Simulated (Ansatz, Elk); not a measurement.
## HfMg3InS2: X-ray structure factors from the self-consistent density

Structure refinements treat a crystal as free atoms side by side. For a made-up structure of HfMg3InS2 (cell and positions from a r2SCAN relaxation) the runs below show what the calculated density changes in F(hkl).

Method: DFT, PBE, all-electron APW+lo, Dirac cores, scalar-relativistic bands, static density, no spin, in Elk 11.2.3 (patched build).

This account leaves out most program logs.

The structure was built from a prototype and need not be the compound's stable phase.

## (1) The starting structure

The structure is trigonal, space group R-3m (No. 166). Conventional cell: a = 6.573 Å, b = 6.573 Å, c = 12.865 Å, α = 90.00°, β = 90.00°, γ = 120.00°. Hf has 2 S at 2.45 Å nearest. In has 6 Mg at 2.86 Å nearest. S has 1 Hf at 2.45 Å and 3 Mg at 2.64 Å nearest. Nearest to Mg lie 2 S at 2.64 Å and 2 In at 2.86 Å. Farther neighbours and most contacts between anions are not listed.

## (2) Ground state and structure factors

An all-electron density is needed, since X-rays see the cores too. Task 0 finds the density and task 195 Fourier-transforms it; tshift is off so that phases refer to the origin typed.

Input file elk.in:

```
tasks
  0
  195

xctype
  20

spinpol
  .false.

rgkmax
  7.0

gmaxvr
  14.0

lmaxo
  7

lmaxapw
  8

swidth
  0.002

tshift
  .false.

ramdisk
  .false.

hmaxvr
  5.5

maxscl
  120

epspot
  1e-06

sppath
  './'

avec
  6.21089885440 3.58586412577 8.10401547148
  -6.21089885440 3.58586412577 8.10401547148
  -0.00000000000 -7.17172825072 8.10401547185

atoms
  4
  'Hf.in'
  1
  -0.0000000000 -0.0000000000 -0.0000000000   0.000000 0.000000 0.000000
  'In.in'
  1
  0.5000000000 0.5000000000 0.5000000000   0.000000 0.000000 0.000000
  'S.in'
  2
  0.8098514747 0.8098514747 0.8098514747   0.000000 0.000000 0.000000
  0.1901485253 0.1901485253 0.1901485253   0.000000 0.000000 0.000000
  'Mg.in'
  3
  0.5000000000 0.0000000000 0.5000000000   0.000000 0.000000 0.000000
  0.5000000000 0.5000000000 0.0000000000   0.000000 0.000000 0.000000
  0.0000000000 0.5000000000 0.5000000000   0.000000 0.000000 0.000000

ngridk
  5 5 5
```

Started as:

```console
$ OMP_NUM_THREADS=4 elk
```

It took 30 s on 4 threads of AMD EPYC 9B45 (Zen 5), shared host; peak memory 0.32 GiB.

SFACRHO.OUT:

```text

h k l indices transformed by vhmat matrix:
   1.000000000       0.000000000       0.000000000    
   0.000000000       1.000000000       0.000000000    
   0.000000000       0.000000000       1.000000000    

      h      k      l  multipl.   |H|            Re(F)            Im(F)           |F|

      0      0      0      1   0.0000000       189.00000      0.43398735E-15   189.00000    
     -1      0      0      6  0.63869272       22.272503      0.19469751E-13   22.272503    
      1      1      1      2  0.77531754       27.417856      0.49205110E-13   27.417856    
      1      1      0      6  0.77993642       80.848125      0.24480735E-13   80.848125    
     -1      0      1      6   1.0116386       122.56173      0.36312309E-15   122.56173    
     -2     -1     -1      6   1.1873460       95.384046     -0.93779946E-13   95.384046    
      1     -1     -1      6   1.1963867       56.833906      0.26471321E-14   56.833906    
     -2     -1      0     12   1.2745705      -8.2704980      0.69403258E-13   8.2704980    
      2      0      0      6   1.2773854       110.86225      0.62414271E-13   110.86225    
      2      2      1      6   1.4180648       33.204175     -0.14919662E-12   33.204175    
      2      2      2      2   1.5506351       133.67442      0.68311040E-14   133.67442    
      0      2      2      6   1.5598728       121.89926      0.97529849E-13   121.89926    
      2     -1      0     12   1.5667654       20.178232     -0.18877779E-13   20.178232    
      1     -1     -2     12   1.6294558       71.978391     -0.43782687E-14   71.978391    
     -1     -1     -3      6   1.7419301       62.485775     -0.18251285E-13   62.485775    
     -1     -1      2      6   1.7522095       103.85277     -0.34221633E-13   103.85277    
      1      3      2     12   1.8514540       94.532224     -0.61486238E-13   94.532224    
      0      3      1     12   1.8591977       83.896498      0.98329450E-13   83.896498
```

Elk indexes on the primitive cell of elk.in and gives |H| = 4π sin θ/λ in inverse bohr. Below, one row stands for each form hkl of the conventional cell (m members, Friedel mates merged), F is for one primitive cell and the density is static (no thermal factor). Free-atom factors are Waasmaier and Kirfel's, and R is Σm||F|−|F'||/Σm|F|.

```csv
hkl,m,sin θ/λ (Å⁻¹),"abs F, DFT",neutral atoms,diff.
101,6,0.096,22.273,22.236,+0.036
003,2,0.117,27.418,27.753,-0.335
012,6,0.117,80.848,81.102,-0.254
110,6,0.152,122.562,122.188,+0.374
104,6,0.179,95.384,95.740,-0.356
021,6,0.180,56.834,57.052,-0.218
113,12,0.192,8.271,8.046,+0.224
202,6,0.192,110.862,111.508,-0.646
015,6,0.213,33.204,33.041,+0.163
006,2,0.233,133.674,134.236,-0.562
024,6,0.235,121.899,122.343,-0.444
211,12,0.236,20.178,20.114,+0.065
122,12,0.245,71.978,72.061,-0.082
205,6,0.262,62.486,62.782,-0.296
300,6,0.264,103.853,103.988,-0.135
116,12,0.278,94.532,94.919,-0.387
214,12,0.280,83.897,84.149,-0.252
107,6,0.286,3.786,3.578,+0.208
```

## (3) The highest occupied states alone

An energy window below the Fermi level keeps the highest occupied states, to see at which angles they scatter; shallow core shells can lie inside it and anion s states outside. No new self-consistency is needed.

Edit elk.in of step 2 so:

```diff
@@ -1,3 +1,2 @@
 tasks
-  0
   195
@@ -40,2 +39,5 @@
 
+wsfac
+  -0.188320 0.479170
+
 sppath
```

Started as:

```console
$ OMP_NUM_THREADS=4 elk
```

Elapsed: 11 s, on 4 threads; peak memory 0.21 GiB.

States within 10 eV below the Fermi level hold 21.00 electrons; any levels below the window count with the cores. Their amplitudes can exceed the total, where window and core parts have opposite phase:

```csv
hkl,sin θ/λ (Å⁻¹),"abs F, window","abs F, all"
101,0.096,1.798,22.273
003,0.117,2.857,27.418
012,0.117,1.921,80.848
110,0.152,5.016,122.562
104,0.179,0.499,95.384
021,0.180,1.140,56.834
113,0.192,2.202,8.271
202,0.192,1.603,110.862
015,0.213,2.039,33.204
006,0.233,0.527,133.674
```

## (4) Another try

In this try the input is made faulty on purpose, to show what that does.

The input is changed as shown.

Edit elk.in of step 3 so:

```diff
@@ -1,2 +1,3 @@
 tasks
+  0
   195
@@ -39,5 +40,2 @@
 
-wsfac
-  -0.188320 0.479170
-
 sppath
@@ -68,3 +66,3 @@
 
-ngridk
+ngrid
   5 5 5
```

Started as:

```console
$ OMP_NUM_THREADS=4 elk
```

Elapsed: 0.01 s, on 4 threads; peak memory 0.17 GiB.

The program refused the input before any cycle.

The program's message: “Error(readinput): invalid block name : ngrid”

A key was misspelt on purpose.

## (5) Another functional

The difference from free atoms is small, so it is set against the change that LDA (Perdew-Wang) makes.

Edit elk.in of step 4 so:

```diff
@@ -5,3 +5,3 @@
 xctype
-  20
+  3
 
@@ -66,3 +66,3 @@
 
-ngrid
+ngridk
   5 5 5
```

Started as:

```console
$ OMP_NUM_THREADS=4 elk
```

The job ended after 19 s (4 threads; peak memory 0.26 GiB; 52 s of CPU time).

Against the first run R = 0.05 %; the largest change is -0.085 at 208.

## (6) Basis size

A smaller basis shows how fast F responds to it; the change is likely larger than the basis error of the first run, but doesn't show convergence.

Edit elk.in of step 5 so:

```diff
@@ -5,3 +5,3 @@
 xctype
-  3
+  20
 
@@ -11,3 +11,3 @@
 rgkmax
-  7.0
+  5.5
```

Started as:

```console
$ OMP_NUM_THREADS=4 elk
```

The job ended after 27 s (4 threads; peak memory 0.3 GiB; 67 s of CPU time).

Against the first run R = 0.03 %; the largest change is +0.053 at 226.

## (7) Settings against the effect

```csv
run,R against the first run (%),"R against neutral atoms, low angle (%)",wall time
"PBE, rgkmax 7",0.00,0.39,30 s
LDA (Perdew-Wang),0.05,0.39,19 s
rgkmax 5.5,0.03,0.38,27 s
```

## (8) Results

```json
{
 "R against neutral atoms, sin θ/λ < 0.3 Å⁻¹": "0.39 %",
 "R against neutral atoms, 0.3 to 0.63 Å⁻¹": "0.20 %"
}
```

What this shows: Independent neutral atoms miss the calculated amplitudes by R = 0.39 % below 0.3 Å⁻¹ and 0.20 % from there to 0.63 Å⁻¹; by shells, 0.36 % below 0.15 Å⁻¹ (3 forms), 0.39 % 0.15 to 0.3 (17 forms), 0.16 % 0.3 to 0.45 (38 forms), 0.21 % above 0.45 (91 forms). Bonding, aspherical density and the tables' own atoms all enter these figures, and the runs don't part them. The largest change of an amplitude is -0.65 electrons, at 202. The window's part falls from 21.0 electrons at the origin to at most 0.31 between 0.45 and 0.63 Å⁻¹. Below 0.3 Å⁻¹ the changes that finished (LDA (Perdew-Wang) and rgkmax 5.5) move F by R = 0.04 % at most, against the 0.39 % that separates it from free atoms. The k-mesh has no finished test. The electron count is odd, so without spin the run is a metal by force. Spin-orbit coupling is left out, which can matter for elements this heavy. Part of the difference isn't bonding: the tables are fits to free atoms and ions calculated by other methods than this functional. Thermal motion, anomalous dispersion and extinction are left out.

[Logs are printed without paths, hosts, clocks, repeated set-up lines and the standing remarks that a program may print on its own settings, such as how far it seeks lower states.]

[Hosts, paths, dates, database ids (printed as entryN), source tags and the programs' standing remarks are cut or masked in the printed files.]
